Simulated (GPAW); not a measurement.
## AlAu2 (I4/mmm): the Al K absorption edge

Aim: the near-edge shape at the Al K edge of AlAu2 (I4/mmm), and what the core hole does to it.

Program: GPAW 26.7.0. Level of theory: X-ray absorption from dipole matrix elements to empty bands, plane-wave PAW LDA, without spin-orbit coupling. Results are calculated unless marked as measured.

### 1. Set-up

The structure is tetragonal, space group I4/mmm (No. 139). The conventional cell has a = 3.343 Å, b = 3.343 Å, c = 8.798 Å, α = 90.00°, β = 90.00°, γ = 90.00°. Nearest to Au lie 5 Al at 2.73 to 3.02 Å and 5 Au at 2.75 to 2.88 Å. Nearest to Al lie 10 Au at 2.73 to 3.02 Å. Farther neighbours are not listed.

Structure file:

```cif
data_structure
_symmetry_space_group_name_H-M 'P 1'
_symmetry_Int_Tables_number 1
_cell_length_a 4.9940
_cell_length_b 4.9940
_cell_length_c 4.9940
_cell_angle_alpha 140.891
_cell_angle_beta 140.891
_cell_angle_gamma 56.503
_cell_volume 49.16
loop_
_atom_site_label
_atom_site_type_symbol
_atom_site_fract_x
_atom_site_fract_y
_atom_site_fract_z
_atom_site_occupancy
Au1 Au 0.34373 0.34373 0.00000 1
Au2 Au 0.65627 0.65627 0.00000 1
Al3 Al 0.00000 0.00000 0.00000 1
```

### 2. The field without a hole

A plain self-consistent run shows whether there is a gap, which decides the set-up of the core-hole run.

File scf.py:

```python
import numpy as np
from ase import Atoms
from ase.parallel import parprint, paropen
from gpaw import GPAW, PW, FermiDirac, Mixer, MixerDif, setup_paths
from gpaw.test import gen
setup_paths.insert(0, '.')
gen('Al', name='nch1s', xcname='LDA', corehole=(1, 0, 0), write_xml=True)
from gpaw.mpi import world
world.barrier()

atoms = Atoms('Au2Al',
    cell=[[-1.67151447, 1.67151447, 4.39907524],
     [1.67151447, -1.67151447, 4.39907524],
     [1.67151447, 1.67151447, -4.39907524]],
    scaled_positions=[[0.3437272, 0.3437272, 0],
     [0.6562728, 0.6562728, 0],
     [0, 0, 0]],
    pbc=True)
atoms.calc = calc = GPAW(legacy_gpaw=True, mode=PW(430, force_complex_dtype=True), xc='LDA', setups={2: 'nch1s'},
    kpts={'size': (10, 10, 10), 'gamma': True}, occupations=FermiDirac(0.05),
    charge=0, mixer=Mixer(0.1, 5, 50), maxiter=150,
    convergence={'density': 0.0001, 'eigenstates': 1e-6}, txt='scf.txt')
energy = atoms.get_potential_energy() + calc.get_reference_energy()
ef = calc.get_fermi_level()
out = dict(energy=energy, fermi=ef, forces=atoms.get_forces().tolist())
parprint(f'all-electron energy {energy:.4f} eV, Fermi level {ef:.4f} eV')
ev = np.array([[calc.get_eigenvalues(k, s) for k in range(len(calc.get_ibz_k_points()))] for s in range(calc.get_number_of_spins())])
out['homo'], out['lumo'], out['counts'] = ev[ev < ef].max(), ev[ev > ef].min(), sorted(set((ev < ef).sum((0, 2)).tolist()))
out['filled'] = (ev[:, 0] < ef).sum(1).tolist()
import json
with paropen('out.json', 'w') as f:
    json.dump(out, f)
```

Command:

```
OMP_NUM_THREADS=1 mpirun -n 4 gpaw python scf.py
```

Numbers of over 12 decimals in the logs are rounded to 6 here.

The log of the run:

```text
Input parameters:
  convergence: {density: 0.0001,
                eigenstates: 1e-06}
  kpts: {gamma: True,
         size: (10, 10, 10)}
  maxiter: 150
  mixer: {backend: pulay,
          beta: 0.1,
          method: separate,
          nmaxold: 5,
          weight: 50}
  mode: {ecut: 430.0,
         force_complex_dtype: True,
         name: pw}
  occupations: {fixmagmom: False,
                name: fermi-dirac,
                width: 0.05}
  setups: {2: nch1s}

Initialize ...

[... PAW data sets ...]

Reference energy: -1039205.567185  # eV

Spin-paired calculation

[... convergence settings ...]
Symmetries present (total): 16
  [... symmetry matrices ...]

1000 k-points: 10 x 10 x 10 Monkhorst-Pack grid + [1/20,1/20,1/20]
102 k-points in the irreducible part of the Brillouin zone
       k-points in crystal coordinates                weights
   0:     0.00000000    0.00000000    0.00000000          1/1000
   1:     0.10000000   -0.10000000    0.00000000          4/1000
   2:     0.10000000   -0.10000000    0.10000000          4/1000
   3:     0.10000000    0.00000000    0.00000000          8/1000
   4:     0.10000000    0.10000000   -0.10000000          2/1000
   5:     0.20000000   -0.20000000    0.00000000          4/1000
   6:     0.20000000   -0.20000000    0.10000000          8/1000
   7:     0.20000000   -0.20000000    0.20000000          4/1000
   8:     0.20000000   -0.10000000    0.00000000         16/1000
   9:     0.20000000   -0.10000000    0.10000000          8/1000
          ...
 101:     0.50000000    0.50000000    0.50000000          1/1000

Wave functions: Plane wave expansion
  Cutoff energy: 430.000 eV
  Number of coefficients (min, max): 974, 1010
  Pulay-stress correction: 0.000000 eV/Ang^3 (de/decut=0.000000)
  Using FFTW library
  Wavefunction extrapolation:
    Improved wavefunction reuse through dual PAW basis

Occupation numbers: Fermi-Dirac:
  width: 0.0500  # eV

Eigensolver
   Davidson(niter=2)

Densities:
  Coarse grid: 24*24*24 grid
  Fine grid: 48*48*48 grid
  Total Charge: 0.000000

Density mixing:
  Method: separate
  Backend: pulay
  Linear mixing parameter: 0.1
  old densities: 5
  Width of damping distribution: 1.1
  Damping of long wavelength oscillations: 50

[... Hamiltonian set-up ...]
Number of atoms: 3
Number of atomic orbitals: 22
Number of bands in calculation: 19
Number of valence electrons: 25
Bands to converge: occupied

... initialized

Initializing position-dependent things.

Density initialized from atomic densities
Creating initial wave functions:
  19 bands from LCAO basis set

       Au

       Au

       Al

Atomic positions and initial magnetic moments

Positions:
   0 Au     0.000000   -0.000000    3.024164    ( 0.0000,  0.0000,  0.0000)
   1 Au    -0.000000    0.000000    5.773987    ( 0.0000,  0.0000,  0.0000)
   2 Al     0.000000    0.000000    0.000000    ( 0.0000,  0.0000,  0.0000)

Unit cell:
           periodic     x           y           z      points  spacing
  1. axis:    yes   -1.671514    1.671514    4.399075    24     0.1302
  2. axis:    yes    1.671514   -1.671514    4.399075    24     0.1302
  3. axis:    yes    1.671514    1.671514   -4.399075    24     0.0985

  Lengths:   4.993975   4.993975   4.993975
  Angles:  140.890650 140.890650  56.503437

Effective grid spacing dv^(1/3) = 0.1526

iter:   1   -15.517789
iter:   2   -14.863159   -1.74  -1.14
iter:   3   -14.126515   -0.92  -1.22
iter:   4   -14.139593   -1.58  -1.73
iter:   5   -14.006461   -2.60  -1.54
iter:   6   -13.998290   -2.09  -1.92
iter:   7   -13.989092   -3.67  -2.23
iter:   8   -13.979836   -2.92  -2.34
iter:   9   -13.979520c  -4.84  -2.98
iter:  10   -13.979517c  -5.95  -3.53
iter:  11   -13.979513c  -6.87c -3.54
iter:  12   -13.979515c  -6.57c -3.60
iter:  13   -13.979508c  -6.43c -3.79
iter:  14   -13.979506c  -7.00c -4.01c

Converged after 14 iterations.

Dipole moment: (-0.000000, 0.000000, -0.000000) |e|*Ang

Energy contributions relative to reference atoms: (reference = -1039205.567185)

Kinetic:        -20.686422
Potential:      +18.438676
External:        +0.000000
XC:             -12.013207
Entropy (-ST):   -0.007123
Local:           +0.285008
SIC:             +0.000000
--------------------------
Free energy:    -13.983068
Extrapolated:   -13.979506

Showing only first 2 kpts
 Kpt  Band  Eigenvalues  Occupancy
  0    10      6.02742    2.00000
  0    11      8.33021    2.00000
  0    12     10.59449    0.00000
  0    13     15.29930    0.00000

  1    10      6.02360    2.00000
  1    11      8.90436    1.99999
  1    12     10.76737    0.00000
  1    13     13.50319    0.00000

Fermi level: 9.53777

No gap
No difference between direct/indirect transitions

Forces in eV/Ang:
  0 Au    0.00000    0.00000   -0.01941
  1 Au    0.00000   -0.00000    0.01941
  2 Al   -0.00000    0.00000   -0.00000
Scalar-relativistic atomic LDA calculation for Al (Aluminium, Z=13)
Core hole in 1s state (1s occupation: 2.0)
450 radial gridpoints.
|------------------------------------------------|
|------------------------------------------------|
[... the atom generator's iteration count ...]

Energy contributions:
-------------------------
Kinetic:     +241.907748
XC:           -17.475820
Potential:   -466.184455
-------------------------
Total:       -241.752526

state      eigenvalue         ekin         rmax
-----------------------------------------------
1s^2.0 :   -55.275624    79.068605        0.079
2s^2.0 :    -3.950529    10.716381        0.498
2p^6.0 :    -2.562254     9.904148        0.428
3s^2.0 :    -0.287726     1.129441        2.062
3p^1.0 :    -0.102289     0.654006        2.636
-----------------------------------------------
(units: Bohr and Hartree)

Generating PAW setup
Kinetic energy of the core from tauc = 239.438228
Cutoffs:
rc(s)=2.050
rc(p)=2.050
rc(d)=2.050
rc(vbar)=1.845
rc(comp)=2.050
rc(nct)=2.050

Kinetic energy of the core states: 238.994859
Charge: 0.0
Core electrons: 10.0
Valence electrons: 3.0
Pseudo-core charge: 0.393537
Shape function alpha=2.380
Pseudo-electron charge 3.499916
state    eigenvalue         norm
--------------------------------
3s(2) :    -0.287726     1.053448
*s    :     0.712274
3p(1) :    -0.102289     0.999482
*p    :     0.897711
*d    :     0.000000
--------------------------------

Diagonalizing with gridspacing h=0.050

state   all-electron     PAW
-------------------------------
3s:      -0.287726    -0.287811
3p:      -0.102289    -0.102345
*d:                    0.027274
*f:                    0.064816
-------------------------------
all-electron energy -1039219.5467 eV, Fermi level 9.5378 eV
```

It took 14 s on 4 MPI ranks of Intel Xeon Platinum 8488C (Sapphire Rapids), shared host; peak memory 0.19 GiB; 54 s of CPU time.

The mesh shows no gap, so the system is treated as a metal and the core electron is put at the Fermi level (neutral cell).

### 3. Spectrum without a core hole, Al atom 3

This cheap baseline ignores the attraction of the hole: it shows the absorber's empty states as they are in the ground state. The data set with a hole of occupation 0 only carries the core orbital.

The absorber has 8 Au at 2.73 Å, 2 Au at 3.02 Å and 4 Al at 3.34 Å (14-fold, site symmetry 4/mmm).

File xas.py:

```python
import numpy as np
from ase import Atoms
from ase.parallel import parprint, paropen
from gpaw import GPAW, PW, FermiDirac, Mixer, MixerDif, setup_paths
from gpaw.test import gen
setup_paths.insert(0, '.')
gen('Al', name='nch1s', xcname='LDA', corehole=(1, 0, 0), write_xml=True)
from gpaw.mpi import world
world.barrier()

atoms = Atoms('Au2Al',
    cell=[[-1.67151447, 1.67151447, 4.39907524],
     [1.67151447, -1.67151447, 4.39907524],
     [1.67151447, 1.67151447, -4.39907524]],
    scaled_positions=[[0.3437272, 0.3437272, 0],
     [0.6562728, 0.6562728, 0],
     [0, 0, 0]],
    pbc=True)
atoms.calc = calc = GPAW(legacy_gpaw=True, mode=PW(430, force_complex_dtype=True), xc='LDA', setups={2: 'nch1s'},
    kpts={'size': (14, 14, 14), 'gamma': True}, occupations=FermiDirac(0.1),
    charge=0, mixer=Mixer(0.1, 5, 50), maxiter=150,
    convergence={'density': 0.0001, 'eigenstates': 1e-6}, txt='scf.txt')
energy = atoms.get_potential_energy() + calc.get_reference_energy()
ef = calc.get_fermi_level()
out = dict(energy=energy, fermi=ef, forces=atoms.get_forces().tolist())
parprint(f'all-electron energy {energy:.4f} eV, Fermi level {ef:.4f} eV')
ev = np.array([[calc.get_eigenvalues(k, s) for k in range(len(calc.get_ibz_k_points()))] for s in range(calc.get_number_of_spins())])
out['homo'], out['lumo'], out['counts'] = ev[ev < ef].max(), ev[ev > ef].min(), sorted(set((ev < ef).sum((0, 2)).tolist()))
out['filled'] = (ev[:, 0] < ef).sum(1).tolist()

from ase.units import Ha
from gpaw.xas import dipole_matrix_elements
nb = int(calc.get_number_of_electrons() / 2) + 33
top = nb
nscf = calc.fixed_density(kpts={'size': (11, 11, 11), 'gamma': True},
    convergence={'eigenstates': 1.0}, txt='nscf.txt')
nscf.diagonalize_full_hamiltonian(nbands=nb)
cell = atoms.cell.array
ops = [cell.T @ U.T @ np.linalg.inv(cell.T) for U in nscf.wfs.kd.symmetry.op_scc]
E = np.arange(-25, 34, 0.1)
fwhm = np.interp(E, [4, 25], [0.9, 3.5])
Y, X, zero, highest = 0, 0, 1e9, 1e9
for spin in range(nscf.get_number_of_spins()):
    wfs = nscf.wfs
    mine = wfs.bd.get_slice()  # this rank's bands
    A = dipole_matrix_elements(wfs.setups[2])
    eps = np.zeros((wfs.kd.nibzkpts, nb))
    d = np.zeros((3, A.shape[1], wfs.kd.nibzkpts, nb), complex)
    for kpt in wfs.kpt_u:
        if kpt.s == spin and 2 in kpt.P_ani:
            eps[kpt.k, mine] = kpt.eps_n * Ha
            d[:, :, kpt.k, mine] = (kpt.weight * wfs.nspins / 2) ** 0.5 * np.inner(A, kpt.P_ani[2])
    world.sum(eps)
    world.sum(d)
    T = np.einsum('amkn,bmkn->abkn', d, d.conj()).real
    T = sum(np.einsum('ai,ijkn,bj->abkn', R, T, R) for R in ops) / len(ops)
    empty = eps > ef
    zero, highest = min(zero, eps[empty].min()), min(highest, eps[:, top - 1].min())
    lines = [(eps, T, empty)] if spin == 0 else lines + [(eps, T, empty)]
for eps, T, empty in lines:
    f = np.einsum('aakn->akn', T).reshape(3, -1)
    x = eps.ravel() - zero
    w = np.interp(x, E, fwhm) / 2.35482
    g = np.exp(-0.5 * ((E[:, None] - x) / w) ** 2) / (w * (2 * np.pi) ** 0.5)
    Y = Y + (f * empty.ravel()) @ g.T
    X = X + (f * ~empty.ravel()) @ g.T
out.update(E=E.round(2).tolist(), xas=Y.tolist(), xes=X.tolist(), zero=zero, valid=highest - zero, nk=len(eps), nb=nb)
for i in range(0, len(E), 10):
    parprint(f'{E[i]:7.2f}', *(f'{v:10.3e}' for v in Y[:, i]))
import json
with paropen('out.json', 'w') as f:
    json.dump(out, f)
```

Command:

```
OMP_NUM_THREADS=1 mpirun -n 4 gpaw python xas.py
```

The log of the run:

```text
Input parameters:
  convergence: {density: 0.0001,
                eigenstates: 1e-06}
  kpts: {gamma: True,
         size: (14, 14, 14)}
  maxiter: 150
  mixer: {backend: pulay,
          beta: 0.1,
          method: separate,
          nmaxold: 5,
          weight: 50}
  mode: {ecut: 430.0,
         force_complex_dtype: True,
         name: pw}
  occupations: {fixmagmom: False,
                name: fermi-dirac,
[...]
*p    :     0.897711
*d    :     0.000000
--------------------------------

Diagonalizing with gridspacing h=0.050

state   all-electron     PAW
-------------------------------
3s:      -0.287726    -0.287811
3p:      -0.102289    -0.102345
*d:                    0.027274
*f:                    0.064816
-------------------------------
all-electron energy -1039219.5483 eV, Fermi level 9.5246 eV
[...]
32.00  6.457e-06  6.457e-06  7.250e-06
  33.00  6.681e-06  6.681e-06  6.940e-06
[key lines of the parts left out:]
Converged after 14 iterations.
Dipole moment: (-0.000000, 0.000000, -0.000000) |e|*Ang
Free energy:    -13.993221
Fermi level: 9.52460
```

Elapsed: 1.8 min, on 4 MPI ranks; peak memory 0.35 GiB; 7.1 min of CPU time.

The Al K spectrum, Al atom 3, no core hole (energy from the lowest empty level; intensity scaled to a mean of 1 over the first 20 eV; polarised curves are means over the symmetry-equivalent atoms):

| E (eV) | isotropic | ε ⊥ c | ε ∥ c |
| --- | --- | --- | --- |
| -2.0 | 0.00 | 0.00 | 0.00 |
| -1.4 | 0.00 | 0.00 | 0.00 |
| -0.8 | 0.00 | 0.01 | 0.00 |
| -0.2 | 0.08 | 0.09 | 0.07 |
| 0.4 | 0.24 | 0.25 | 0.24 |
| 1.0 | 0.29 | 0.29 | 0.31 |
| 1.6 | 0.41 | 0.41 | 0.41 |
| 2.2 | 0.69 | 0.77 | 0.53 |
| 2.8 | 0.99 | 1.11 | 0.76 |
| 3.4 | 1.11 | 1.23 | 0.86 |
| 4.0 | 1.28 | 1.38 | 1.09 |
| 4.6 | 1.25 | 1.32 | 1.12 |
| 5.2 | 1.34 | 1.38 | 1.26 |
| 5.8 | 1.36 | 1.31 | 1.46 |
| 6.4 | 1.31 | 1.17 | 1.60 |
| 7.0 | 1.29 | 1.03 | 1.81 |
| 7.6 | 1.22 | 0.92 | 1.82 |
| 8.2 | 1.28 | 0.99 | 1.86 |
| 8.8 | 1.48 | 1.29 | 1.88 |
| 9.4 | 1.51 | 1.48 | 1.58 |
| 10.0 | 1.48 | 1.58 | 1.27 |
| 10.6 | 1.49 | 1.65 | 1.15 |
| 11.2 | 1.48 | 1.61 | 1.21 |
| 11.8 | 1.45 | 1.53 | 1.28 |
| 12.4 | 1.39 | 1.46 | 1.24 |
| 13.0 | 1.27 | 1.36 | 1.10 |
| 13.6 | 1.13 | 1.23 | 0.92 |
| 14.2 | 0.99 | 1.10 | 0.76 |
| 14.8 | 0.84 | 0.95 | 0.62 |
| 15.4 | 0.70 | 0.79 | 0.51 |
| 16.0 | 0.59 | 0.67 | 0.44 |
| 16.6 | 0.54 | 0.60 | 0.42 |
| 17.2 | 0.52 | 0.55 | 0.46 |
| 17.8 | 0.52 | 0.51 | 0.53 |
| 18.4 | 0.52 | 0.49 | 0.60 |
| 19.0 | 0.54 | 0.49 | 0.65 |
| 19.6 | 0.58 | 0.53 | 0.70 |
| 20.2 | 0.66 | 0.61 | 0.76 |
| 20.8 | 0.78 | 0.75 | 0.85 |
| 21.4 | 0.92 | 0.91 | 0.96 |
| 22.0 | 1.05 | 1.04 | 1.07 |
| 22.6 | 1.12 | 1.10 | 1.15 |
| 23.2 | 1.11 | 1.08 | 1.18 |
| 23.8 | 1.05 | 1.01 | 1.14 |
| 24.4 | 0.97 | 0.92 | 1.06 |
| 25.0 | 0.90 | 0.86 | 0.98 |
| 25.6 | 0.85 | 0.82 | 0.91 |
| 26.2 | 0.82 | 0.80 | 0.86 |
| 26.8 | 0.81 | 0.79 | 0.83 |
| 27.4 | 0.79 | 0.78 | 0.81 |
| 28.0 | 0.78 | 0.77 | 0.79 |
| 28.6 | 0.77 | 0.77 | 0.78 |
| 29.2 | 0.77 | 0.77 | 0.78 |
| 29.8 | 0.79 | 0.78 | 0.80 |
| 30.4 | 0.81 | 0.79 | 0.84 |
| 31.0 | 0.83 | 0.80 | 0.88 |
| 31.6 | 0.84 | 0.81 | 0.91 |

Main maxima below 24 eV (height): 4.1 eV (1.29), 5.6 eV (1.37), 9.2 eV (1.52) and 22.9 eV (1.12). A K edge sees empty p states on the absorber.

The same matrix elements for filled bands give the Al K emission of Al atom 3 (ground-state approximation; energy from the lowest empty level, largest value 1):

| E (eV) | emission |
| --- | --- |
| -24.00 | 0.00 |
| -23.25 | 0.00 |
| -22.50 | 0.00 |
| -21.75 | 0.00 |
| -21.00 | 0.00 |
| -20.25 | 0.00 |
| -19.50 | 0.00 |
| -18.75 | 0.00 |
| -18.00 | 0.00 |
| -17.25 | 0.00 |
| -16.50 | 0.00 |
| -15.75 | 0.00 |
| -15.00 | 0.00 |
| -14.25 | 0.00 |
| -13.50 | 0.00 |
| -12.75 | 0.00 |
| -12.00 | 0.00 |
| -11.25 | 0.00 |
| -10.50 | 0.01 |
| -9.75 | 0.05 |
| -9.00 | 0.12 |
| -8.25 | 0.26 |
| -7.50 | 0.51 |
| -6.75 | 0.84 |
| -6.00 | 1.00 |
| -5.25 | 0.81 |
| -4.50 | 0.52 |
| -3.75 | 0.46 |
| -3.00 | 0.50 |
| -2.25 | 0.57 |
| -1.50 | 0.66 |
| -0.75 | 0.64 |
| 0.00 | 0.32 |
| 0.75 | 0.02 |
| 1.50 | 0.00 |
| 2.25 | 0.00 |
| 3.00 | 0.00 |

Emission maxima: -6.0 eV (1.00) and -1.4 eV (0.67).

### 4. Reference energy of the supercell

The photon energy needs a difference of total energies, so the cell and mesh of the coming hole run are first run without a hole.

scf.py, as its differences from that of step 2:

```diff
@@ -10,12 +10,24 @@
 
-atoms = Atoms('Au2Al',
-    cell=[[-1.67151447, 1.67151447, 4.39907524],
-     [1.67151447, -1.67151447, 4.39907524],
-     [1.67151447, 1.67151447, -4.39907524]],
-    scaled_positions=[[0.3437272, 0.3437272, 0],
-     [0.6562728, 0.6562728, 0],
-     [0, 0, 0]],
+atoms = Atoms('Au10Al5',
+    cell=[[1.67151447, 5.01454343, -4.39907524],
+     [5.01454343, -1.67151447, -4.39907524],
+     [-5.01454343, 1.67151447, -4.39907524]],
+    scaled_positions=[[0, 0.6562728, 0.6562728],
+     [0.2, 0.8562728, 0.2562728],
+     [0.4, 0.0562728, 0.8562728],
+     [0.6, 0.2562728, 0.4562728],
+     [0.8, 0.4562728, 0.0562728],
+     [0, 0.3437272, 0.3437272],
+     [0.2, 0.5437272, 0.9437272],
+     [0.4, 0.7437272, 0.5437272],
+     [0.6, 0.9437272, 0.1437272],
+     [0.8, 0.1437272, 0.7437272],
+     [0, 0, 0],
+     [0.2, 0.2, 0.6],
+     [0.4, 0.4, 0.2],
+     [0.6, 0.6, 0.8],
+     [0.8, 0.8, 0.4]],
     pbc=True)
-atoms.calc = calc = GPAW(legacy_gpaw=True, mode=PW(430, force_complex_dtype=True), xc='LDA', setups={2: 'nch1s'},
-    kpts={'size': (10, 10, 10), 'gamma': True}, occupations=FermiDirac(0.05),
+atoms.calc = calc = GPAW(legacy_gpaw=True, mode=PW(430, force_complex_dtype=True), xc='LDA', setups={10: 'nch1s'},
+    kpts={'size': (4, 4, 4), 'gamma': True}, occupations=FermiDirac(0.1),
     charge=0, mixer=Mixer(0.1, 5, 50), maxiter=150,
```

Command:

```
OMP_NUM_THREADS=1 mpirun -n 4 gpaw python scf.py
```

The log of the run:

```text
Input parameters:
  convergence: {density: 0.0001,
                eigenstates: 1e-06}
  kpts: {gamma: True,
         size: (4, 4, 4)}
  maxiter: 150
  mixer: {backend: pulay,
          beta: 0.1,
          method: separate,
          nmaxold: 5,
          weight: 50}
  mode: {ecut: 430.0,
         force_complex_dtype: True,
         name: pw}
  occupations: {fixmagmom: False,
                name: fermi-dirac,
[...]
3s(2) :    -0.287726     1.053448
*s    :     0.712274
3p(1) :    -0.102289     0.999482
*p    :     0.897711
*d    :     0.000000
--------------------------------

Diagonalizing with gridspacing h=0.050

state   all-electron     PAW
-------------------------------
3s:      -0.287726    -0.287811
3p:      -0.102289    -0.102345
*d:                    0.027274
*f:                    0.064816
-------------------------------
all-electron energy -5196097.8797 eV, Fermi level 9.5370 eV
[key lines of the parts left out:]
Converged after 18 iterations.
Dipole moment: (-0.000000, 0.000000, 0.000000) |e|*Ang
Free energy:    -70.085508
Fermi level: 9.53702
```

It took 49 s on 4 MPI ranks; peak memory 0.33 GiB.

Reference energy: -5196097.880 eV with the cores included.

(Continued in part 2 of 2.)

[Banner, clock and machine lines of the logs are left out without a mark of their own.]

[Logs are printed without paths, hosts, clocks, repeated set-up lines and the standing remarks that a program may print on its own settings, such as how far it seeks lower states.]

[Hosts, paths, dates, database ids (printed as entryN), source tags and the programs' standing remarks are cut or masked in the printed files.]

[Lists of maxima count a maximum above −3 eV only where it reaches 4 % of the highest in the window and stands out from its surroundings by 2 % of it (1.5 % where it reaches 55 %); shoulders and weaker maxima are passed over, and of the rest the first, up to two pre-edge ones and the few strongest are named.]
